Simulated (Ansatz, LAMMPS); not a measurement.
# Structural relaxation of a frame of liquid (K,Li)2CO3 from 1100 K (102 atoms)

How does a frame of liquid (K,Li)2CO3 from 1100 K (102 atoms) relax, and what do bonds, charges and levels look like afterwards?

Main program and level: Ansatz 0.2.0; Kohn-Sham DFT, r2SCAN, PAW (set soft_2), plane waves.

## Step 1: Starting point

The cell holds 102 atoms: 17 C, 51 O, 13 K and 21 Li. Its edges and angles: a = 11.454 Å, b = 11.454 Å, c = 11.454 Å, α = 90.0°, β = 90.0°, γ = 90.0°. 13 K+, 21 Li+, 17 CO3 2- placed at random, at 1.85 g/cm³; overlaps pushed apart, then 10 ps at 1500 K with harmonic planar carbonate ions with charges +1 on C and -1 on O; Joung-Cheatham ions (J. Phys. Chem. B 112, 9020 (2008)); charges of ions scaled by 0.8. Snapshot after 20 ps at 1100 K and fixed volume.

What the set-up can't give: The network of bonds at the start is that of the classical potential that made the cell. Only the Γ point is sampled, in a cell whose shortest periodic width is 11 Å.

## Step 2: The classical run that made the cell

A classical potential supplies the starting structure, since it reaches far longer times than DFT.

This step: classical MD, harmonic planar carbonate ions with charges +1 on C and -1 on O; Joung-Cheatham ions (J. Phys. Chem. B 112, 9020 (2008)); charges of ions scaled by 0.8 (LAMMPS 22 Jul 2025 - Update 4).

Input file in.lmp:

```
# liquid (K,Li)2CO3
units real
atom_style full
boundary p p p
bond_style harmonic
angle_style harmonic
dihedral_style opls
improper_style harmonic
special_bonds lj 0 0 0.5 coul 0 0 0.75
read_data data.lmp
neigh_modify delay 0 every 1 check yes one 4000
comm_modify cutoff 12.0
timestep 0.5
thermo_style custom step time temp pe press density
thermo_modify norm yes
# push overlapping molecules apart
pair_style soft 2.6
pair_coeff * * 0.0
variable a equal ramp(1,60)
fix ad all adapt 1 pair soft a * * v_a
velocity all create 1500 395203 mom yes dist gaussian
fix lim all nve/limit 0.03
fix lan all langevin 1500 1500 50 395204 zero yes
thermo 1000
run 3000 post no
unfix ad
pair_style lj/cut/coul/long 9.0
pair_modify mix arithmetic tail yes
pair_coeff 1 1 0.0860 3.4000   # C
pair_coeff 2 2 0.1553 3.1660   # O
pair_coeff 3 3 0.4297 2.8384   # K
pair_coeff 4 4 0.3367 1.4094   # Li
kspace_style pppm 1.0e-4
thermo 100
# [... 16 lines left out ...]
compute msd all msd com yes
thermo 5000
fix md all nvt temp 1100 1100 100
run 20000 post no
print "== T1100: mean square displacement over the hold $(c_msd[4]:%.2f) A^2"
unfix md
uncompute msd
write_dump all custom T1100.dump id type xs ys zs modify sort id
```

Run with:

```sh
lmp -in in.lmp -log none -nocite
```

Numbers of over 12 decimals in the logs are rounded to 6 here.

What it wrote:

```text
LAMMPS (22 Jul 2025 - Update 4)
Reading data file ...
  orthogonal box = (0 0 0) to (11.45401 11.45401 11.45401)
  102 atoms
  orthogonal box = (0 0 0) to (11.45401 11.45401 11.45401)
  51 bonds
  51 angles
  17 impropers
   Step          Time           Temp          PotEng         Press         Density
         0   0              1500           0.06253906     14873.703      1.8500002
      1000   500            1645.9905      3.4664079      47473.725      1.8500002
      2000   1000           1363.9799      2.9007907      44489.957      1.8500002
      3000   1500           1242.7098      2.2563338      47283.273      1.8500002
[... 28 lines left out ...]
Loop time of 5.14873 s on 1 MPI rank(s) for 10000 steps with 102 atoms
   Step          Time           Temp          PotEng         Press         Density
[... 4 lines left out ...]
Loop time of 2.5628 s on 1 MPI rank(s) for 5000 steps with 102 atoms
   Step          Time           Temp          PotEng         Press         Density
[... 2 lines left out ...]
     25000   24000          1381.332      -54.429705     -349.90406      1.8500002
     30000   29000          1094.3584     -55.415458      12188.67       1.8500002
     35000   34000          1038.4469     -54.603453      7643.521       1.8500002
     37000   36000          1183.7956     -55.173844      208.82159      1.8500002
Loop time of 10.1976 s on 1 MPI rank(s) for 20000 steps with 102 atoms
== T1100: mean square displacement over the hold 22.82 A^2
```

Run time: 19 s. Hardware: 1 thread of Arm Neoverse N1, shared host; peak memory 0.072 GiB.

The input also reads data.lmp (atoms, bonds and types; not printed here).

## Step 3: Single point at the start

A single point comes first, to see the forces before anything moves.

Input file input.yaml:

```yaml
crystal:
  lattice:
    - [11.45401, 0.0, 0.0]
    - [0.0, 11.45401, 0.0]
    - [0.0, 0.0, 11.45401]
  atoms:
    - { symbol: C, position: [0.67497, 0.189, 0.61096] }
    - { symbol: O, position: [0.65951, 0.16293, 0.71824] }
    - { symbol: O, position: [0.59459, 0.17723, 0.5325] }
    - { symbol: O, position: [0.75285, 0.26573, 0.58637] }
    - { symbol: C, position: [0.17248, 0.48146, 0.17192] }
    - { symbol: O, position: [0.23062, 0.43652, 0.08719] }
    - { symbol: O, position: [0.2325, 0.55338, 0.23408] }
    - { symbol: O, position: [0.06571, 0.49485, 0.16659] }
    - { symbol: C, position: [0.94486, 0.70639, 0.52348] }
    - { symbol: O, position: [0.05269, 0.68125, 0.48114] }
    - { symbol: O, position: [0.96141, 0.74641, 0.62226] }
    - { symbol: O, position: [0.85657, 0.63373, 0.51721] }
    - { symbol: C, position: [0.4609, 0.72182, 0.05345] }
    - { symbol: O, position: [0.43188, 0.63274, 0.10657] }
    - { symbol: O, position: [0.37971, 0.80417, 0.04566] }
    - { symbol: O, position: [0.56152, 0.72963, 0.99163] }
    - { symbol: C, position: [0.82125, 0.49828, 0.87097] }
    - { symbol: O, position: [0.87381, 0.4408, 0.78983] }
    - { symbol: O, position: [0.74877, 0.57577, 0.83857] }
    - { symbol: O, position: [0.86067, 0.49549, 0.98191] }
    - { symbol: C, position: [0.57839, 0.10925, 0.20857] }
    - { symbol: O, position: [0.57567, 0.00724, 0.17307] }
    - { symbol: O, position: [0.48219, 0.14543, 0.23058] }
    - { symbol: O, position: [0.67058, 0.14512, 0.26285] }
    - { symbol: C, position: [0.93017, 0.3042, 0.26952] }
    - { symbol: O, position: [0.91768, 0.29247, 0.37758] }
    - { symbol: O, position: [0.84903, 0.36425, 0.21849] }
    - { symbol: O, position: [0.00542, 0.23655, 0.21635] }
    - { symbol: C, position: [0.91537, 0.75622, 0.17015] }
    - { symbol: O, position: [0.0087, 0.73596, 0.11534] }
    - { symbol: O, position: [0.83516, 0.80166, 0.11492] }
    - { symbol: O, position: [0.89308, 0.6872, 0.24999] }
    - { symbol: C, position: [0.22738, 0.89323, 0.62215] }
    - { symbol: O, position: [0.24205, 0.80386, 0.54942] }
    - { symbol: O, position: [0.17648, 0.86649, 0.71204] }
    - { symbol: O, position: [0.3298, 0.9475, 0.63245] }
    - { symbol: C, position: [0.13614, 0.11801, 0.52986] }
    - { symbol: O, position: [0.19273, 0.16675, 0.4491] }
    - { symbol: O, position: [0.14932, 0.179, 0.61973] }
    - { symbol: O, position: [0.06726, 0.03895, 0.50779] }
    - { symbol: C, position: [0.56955, 0.50067, 0.4448] }
    - { symbol: O, position: [0.51816, 0.57719, 0.39097] }
    - { symbol: O, position: [0.52806, 0.46501, 0.54992] }
    - { symbol: O, position: [0.65444, 0.4369, 0.39901] }
    - { symbol: C, position: [0.15963, 0.90288, 0.25922] }
    - { symbol: O, position: [0.20069, 0.80647, 0.28584] }
    - { symbol: O, position: [0.05732, 0.94068, 0.30978] }
    - { symbol: O, position: [0.21774, 0.95554, 0.19422] }
    - { symbol: C, position: [0.35616, 0.07947, 0.87462] }
    - { symbol: O, position: [0.40345, 0.14058, 0.95396] }
    - { symbol: O, position: [0.38387, 0.1198, 0.77652] }
    - { symbol: O, position: [0.29435, 0.98646, 0.88276] }
    - { symbol: C, position: [0.64811, 0.83679, 0.72087] }
    - { symbol: O, position: [0.72613, 0.8357, 0.79388] }
    - { symbol: O, position: [0.57131, 0.91571, 0.74453] }
    - { symbol: O, position: [0.65752, 0.79011, 0.6248] }
    - { symbol: C, position: [0.99501, 0.09895, 0.92199] }
    - { symbol: O, position: [0.93572, 0.18731, 0.95264] }
    - { symbol: O, position: [0.98723, 0.08133, 0.82069] }
    - { symbol: O, position: [0.03999, 0.0456, 0.00112] }
    - { symbol: C, position: [0.29444, 0.54901, 0.77289] }
    - { symbol: O, position: [0.33499, 0.64692, 0.78674] }
    - { symbol: O, position: [0.33875, 0.46206, 0.80386] }
    - { symbol: O, position: [0.22452, 0.52368, 0.69404] }
    - { symbol: C, position: [0.60615, 0.34783, 0.96991] }
    - { symbol: O, position: [0.65903, 0.2543, 0.97742] }
    - { symbol: O, position: [0.58648, 0.36616, 0.85715] }
    - { symbol: O, position: [0.55533, 0.38653, 0.05738] }
    - { symbol: K, position: [0.67772, 0.77477, 0.36308] }
    - { symbol: K, position: [0.69653, 0.02935, 0.93446] }
    - { symbol: K, position: [0.53711, 0.58407, 0.80188] }
    - { symbol: K, position: [0.18771, 0.28955, 0.9284] }
    - { symbol: K, position: [0.37762, 0.97513, 0.37882] }
    - { symbol: K, position: [0.32848, 0.323, 0.59865] }
    - { symbol: K, position: [0.85593, 0.9815, 0.64322] }
    - { symbol: K, position: [0.05186, 0.35693, 0.53665] }
    - { symbol: K, position: [0.42163, 0.67218, 0.57842] }
    - { symbol: K, position: [0.24127, 0.18932, 0.21709] }
    [... 18 atom lines left out ...]
    - { symbol: Li, position: [0.28976, 0.70683, 0.18761] }
    - { symbol: Li, position: [0.95357, 0.33342, 0.07605] }
    - { symbol: Li, position: [0.30625, 0.82551, 0.80196] }
    - { symbol: Li, position: [0.19123, 0.92702, 0.03185] }
    - { symbol: Li, position: [0.78554, 0.6726, 0.68525] }
    - { symbol: Li, position: [0.55296, 0.2043, 0.82897] }
kpoints:
  mp_grid: { grid: [1, 1, 1] }
hamiltonian:
  xc: r2scan
scf:
  occupations: { method: fixed }
output:
  forces: true
  stress: true
  populations: true
  dos:
    method: { smearing: { sigma: 0.08 } }
    de: 0.1
    projected: { site_lists: { C: [C], K: [K], Li: [Li], O: [O] } }
  eigenvalues: true
```

Run with:

```sh
ansatz run input.yaml --threads 4 --pin off --max-ram 8192MiB --backend cpu --events-out ev --progress --plain --runs-dir out
```

What it wrote:

```text
Engine: ansatz 0.2.0, aarch64-unknown-linux-gnu
Pseudopotentials: kind: paw
Pseudopotential: C, paw, valence charge 4, recommended cutoff 500 eV (meta_gga), C.paw.azcp
Pseudopotential: O, paw, valence charge 6, recommended cutoff 500 eV (meta_gga), O.paw.azcp
Pseudopotential: K, paw, valence charge 9, recommended cutoff 500 eV (meta_gga), K.paw.azcp
Pseudopotential: Li, paw, valence charge 3, recommended cutoff 500 eV (meta_gga), Li.paw.azcp
Functional definition: r2SCAN
  parameter k0 = 0.174
  parameter k1 = 0.065
  parameter a1 = 4.9479
  exchange = r2scan_x(k0 = k0, k1 = k1, a1 = a1)
  correlation = r2scan_c
Crystal: 102 atoms, lattice volume = 1502.701 Å³
Basis set: ecut = 500 eV, 38161 PW (Γ), exchange–correlation on 360×360×360 points (64 copies of the dense FFT grid, shifted against one another)
Bands: 379, of which v1, the nominal top of the filled ones, is band 277 counted from 1 (276 counted from 0)
Symmetry: 1 space group operations
Space group: P1 (ITA 1), of the structure as read, at distance tolerance 1.1e-4 Å
k-points: 1
Non-local potential: C, projectors of the file, l = 0: 2, l = 1: 2, l = 2: 1
Non-local potential: O, projectors of the file, l = 0: 2, l = 1: 2, l = 2: 1
Non-local potential: K, projectors of the file, l = 0: 3, l = 1: 2, l = 2: 2
Non-local potential: Li, projectors of the file, l = 0: 3, l = 1: 2, l = 2: 1
PAW form: soft (Blöchl's): semilocal exchange-correlation on the pseudo side does not see the compensation charge
PAW frozen core: C, regenerated for the run's functional (the file was generated under x = pbe(κ = 0.804, μ = 0.219515), c = pbe(β = 0.066725))
PAW frozen core: O, regenerated for the run's functional (the file was generated under x = pbe(κ = 0.804, μ = 0.219515), c = pbe(β = 0.066725))
PAW frozen core: K, regenerated for the run's functional (the file was generated under x = pbe(κ = 0.804, μ = 0.219515), c = pbe(β = 0.066725))
PAW one-centre angular grid: C, 302 points (default); XC on 239 of its mesh's 2573 points in the sphere
PAW one-centre angular grid: O, 302 points (default); XC on 160 Gauss nodes
PAW one-centre angular grid: K, 302 points (default); XC on 160 Gauss nodes
PAW one-centre angular grid: Li, 302 points (default); XC on 327 of its mesh's 2665 points in the sphere
Initial density: superposition of atomic densities (neutral atoms: chi_scale 0, normalization atom), corrected by the library's trained network
Initial wavefunctions: pseudopotential atomic-orbital guess
Functional: x = r2scan, c = r2scan; τ floored in thin density (d = 2e-4 eV/Å³)
SCF iter   1: F=—  HF=-57671.237079 eV  |F-HF|=—  |Δ(HF+E_count)|=         —  Δρ=8.67e-3  dr2=1.17e0  dr2_τ=1.03e1  ethr=1.77e-3  ⟨swp⟩=5.0  Hψ=1341  notcnv=0  defer=100
preconditioner: auto → Resta (q_TF=auto, 2.310 Å⁻¹)  ε∞=2.7  [insulator: Δε(μ)=2.900 eV  Ē_g=15.494 eV  n_scr=304 (ndim 8)  ℏωp=20.4 eV  f_vac=0.206  ε∞_Penn≈2.7]
SCF iter   2: F=—  HF=-57672.961515 eV  |F-HF|=—  |Δ(HF+E_count)|=    1.72e0  Δρ=4.20e-3  dr2=1.59e-1  dr2_τ=3.78e-2  ethr=2.11e-4  ⟨swp⟩=2.0  Hψ=683  notcnv=0  defer=99
SCF iter   3: F=—  HF=-57672.936432 eV  |F-HF|=—  |Δ(HF+E_count)|=   2.51e-2  Δρ=1.55e-3  dr2=4.21e-2  dr2_τ=2.54e-3  ethr=2.87e-5  ⟨swp⟩=2.0  Hψ=420  notcnv=0  defer=100
SCF iter   4: F=—  HF=-57672.930058 eV  |F-HF|=—  |Δ(HF+E_count)|=   6.37e-3  Δρ=5.27e-4  dr2=4.96e-3  dr2_τ=5.97e-4  ethr=7.60e-6  ⟨swp⟩=3.0  Hψ=488  notcnv=0  defer=100
SCF iter   5: F=—  HF=-57672.930650 eV  |F-HF|=—  |Δ(HF+E_count)|=   5.92e-4  Δρ=2.76e-4  dr2=1.20e-3  dr2_τ=1.37e-4  ethr=8.95e-7  ⟨swp⟩=2.0  Hψ=678  notcnv=0  defer=100
SCF iter   6: F=—  HF=-57672.930993 eV  |F-HF|=—  |Δ(HF+E_count)|=   3.43e-4  Δρ=9.53e-5  dr2=1.45e-4  dr2_τ=1.72e-5  ethr=2.17e-7  ⟨swp⟩=2.0  Hψ=523  notcnv=0  defer=100
SCF iter   7: F=—  HF=-57672.931087 eV  |F-HF|=—  |Δ(HF+E_count)|=   9.41e-5  Δρ=3.91e-5  dr2=2.26e-5  dr2_τ=2.95e-6  ethr=2.62e-8  ⟨swp⟩=2.0  Hψ=523  notcnv=0  defer=100
SCF iter   8: F=—  HF=-57672.934861 eV  |F-HF|=—  |Δ(HF+E_count)|=   3.77e-3  Δρ=1.66e-5  dr2=4.43e-6  dr2_τ=5.36e-7  ethr=4.09e-9  ⟨swp⟩=2.0  Hψ=524  notcnv=0  defer=99
SCF iter   9: F=—  HF=-57672.934865 eV  |F-HF|=—  |Δ(HF+E_count)|=   4.62e-6  Δρ=5.75e-6  dr2=6.15e-7  dr2_τ=6.16e-8  ethr=8.00e-10  ⟨swp⟩=2.0  Hψ=521  notcnv=0  defer=99
SCF iter  10: F=—  HF=-57672.934866 eV  |F-HF|=—  |Δ(HF+E_count)|=   9.83e-7  Δρ=3.71e-6  dr2=2.03e-7  dr2_τ=2.65e-8  ethr=1.11e-10  ⟨swp⟩=2.0  Hψ=524  notcnv=0  defer=99
SCF iter  11: F=-57672.934866 eV  HF=-57672.934866 eV  |F-HF|=2.27e-8  |Δ(HF+E_count)|=   1.30e-7  Δρ=8.57e-7  dr2=1.31e-8  dr2_τ=1.17e-9  ethr=1.81e-11  ⟨swp⟩=16.0  Hψ=2676  notcnv=0
SCF 1 converged in 11 iterations: F = -57672.934866 eV  dr2 = 1.31e-8
  greatest PAW one-centre occupation: 0.999 electrons in one spin orbital (limit 2), on the Li atom at site 87 (counted from 0), in its partial waves of l = 0
SCF converged after 11 iterations
Free energy (F): -57672.934866 eV
Harris-Foulkes:  -57672.934866 eV  (|F-HF|=2.27e-8)
Internal energy: -57672.934866 eV  (E = F + TS)
E sigma→0 (E₀):  -57672.934866 eV
Fermi energy:    2.441380 eV
--- Per-component energies (eV) ---
  E_band       = -5965.326527
  E_kinetic    = 14389.081737
  E_local      = -43698.114352  (includes V_loc(G=0)·N_el)
  E_nonlocal   = 2365.991563
  E_hartree    = 16171.807710
  E_xc         = -6503.014014
  E_vxc        = -9275.148249  (∫ρ·V_xc dr)
  E_paw        = -20603.454477  (= ΣΔE_a)
  E_vpaw       = -2697.991361  (= ΣTr[D̂ρ^β])
  E_aug_tail   = 0.051534  (compensation charges beyond the density's cutoff)
  E_vtau       = 607.188666  (kinetic-family band-sum trace: ∫τ·v_τ [+ j·A + Jᵃ·Aᵃ] dr)
  E_ewald      = -19790.684021
  E_core_change = -4.600546  (= ΣΔE_core)
  E_smearing   = -0.000000  (= −TS)
  E_closure    = 0.000000  (closes the sum)
  Σ components = -57672.934866   (vs F -57672.934866, Δ=0.00e0)
--- Forces (eV/Å), atoms counted from 1 ---
  atom   1  C     -2.47500824     2.86738916    -0.79326439
  atom   2  O      0.60192555    -1.50147144     0.66302954
  atom   3  O     -0.02082089    -2.00890845     0.25190153
  atom   4  O      2.16106762    -0.32960172    -0.06617518
  atom   5  C      3.23975655     4.14015673    -2.36891690
  atom   6  O      0.56791145    -2.92754838    -0.64483123
  atom   7  O     -0.17832032    -0.48957223     2.52017785
  atom   8  O     -3.55330409    -1.50874543     0.69181729
  atom   9  C      3.52585758    -7.05438927     1.91756211
  atom  10  O     -2.19841771     0.28963426    -3.72702034
  atom  11  O     -1.63691814     4.66656783     4.04726857
  atom  12  O     -0.98116802     0.83357393    -2.75245265
  atom  13  C      1.13337589     1.07817287    -3.29479923
  atom  14  O     -0.04955357    -2.09824920     1.10408284
[...]
atom 101  Li     0.34396901     0.12751163    -0.25143204
  atom 102  Li    -0.79894655     0.32331004     0.60287884
  max |Σ_I F_I| component: 1.59e-4 eV/Å
--- Stress (GPa, compression-positive) ---
        1.543907      -0.979020       0.913611
       -0.979021       2.699890      -0.130803
        0.913612      -0.130802       5.673917
  P = ⅓ Tr σ = 3.3059 GPa (33.059 kbar)
--- Band table (eV) ---
  k-point 0: bands = ["-44.4813", "-44.3848", "-44.3561", "-44.2979", [... 363 levels ...], "11.3388", "11.3604", "11.4304", "11.4415", "11.4952", "11.5964", "11.6514", "11.6901", "11.7285", "11.7535", "11.7895", "11.8375"]
--- Löwdin populations: 102 sites ---
  site symbol       q [e]
     0      C      3.3546
     1      O      6.6812
     2      O      6.6344
[...]
101     Li      2.2234
  spilling = 0.009200 (of n_electrons = 554.000000)
```

Elapsed: 2 min, on 4 threads of Arm Neoverse N1, shared host; peak memory 4.3 GiB; 7.7 min of CPU time.

Read from the output:

```yaml
free_energy: -57672.9349 eV
free_energy_per_atom: -565.4209 eV/atom
scf_cycles: 11
pressure: 3.306 GPa
r_m_s_force_component: 2.37 eV/Å
longest_force: 12.14 eV/Å
fermi_energy: 2.441 eV
spacing_of_highest_filled_and_lowest_empty_level: 2.51 eV
spilling_of_the_projection: 0.0092
```

The r.m.s. force component of 2.4 eV/Å and the pressure of 3.3 GPa set the starting point.

Neighbours are counted within 2.58 Å (O-Li), 1.73 Å (O-C), 3.52 Å (O-K).

Length of the force by element and coordination:

| element | coordination | atoms | mean length of the force (eV/Å) | spread | least | most |
| --- | --- | --- | --- | --- | --- | --- |
| C | all | 17 | 5.04 | 2.05 | 1.59 | 10.3 |
| K | all | 13 | 0.531 | 0.248 | 0.0811 | 1.07 |
| K | 4 | 1 | 1.07 | 0 | 1.07 | 1.07 |
| K | 5 | 2 | 0.478 | 0.0566 | 0.421 | 0.534 |
| K | 6 | 4 | 0.484 | 0.229 | 0.163 | 0.792 |
| K | 7 | 5 | 0.442 | 0.199 | 0.0811 | 0.664 |
| K | 8 | 1 | 0.721 | 0 | 0.721 | 0.721 |
| Li | all | 21 | 0.676 | 0.299 | 0.149 | 1.16 |
| Li | 3 | 4 | 0.510 | 0.287 | 0.154 | 0.855 |
| Li | 4 | 8 | 0.629 | 0.187 | 0.434 | 0.959 |
| Li | 5 | 8 | 0.769 | 0.352 | 0.149 | 1.16 |
| Li | 6 | 1 | 0.967 | 0 | 0.967 | 0.967 |
| O | all | 51 | 4.17 | 2.46 | 0.95 | 12.1 |
| O | 2 | 1 | 1.75 | 0 | 1.75 | 1.75 |
| O | 3 | 6 | 2.13 | 0.507 | 1.20 | 2.78 |
| O | 4 | 25 | 4.07 | 2.37 | 0.95 | 10.5 |
| O | 5 | 12 | 5.44 | 2.85 | 1.25 | 12.1 |
| O | 6 | 7 | 4.49 | 1.65 | 1.30 | 6.88 |

(Part 1 of 4 ends here.)

[Logs are printed without paths, hosts, clocks, repeated set-up lines and the standing remarks that a program may print on its own settings, such as how far it seeks lower states.]

[Hosts, paths, dates, database ids (printed as entryN), source tags and the programs' standing remarks are cut or masked in the printed files.]
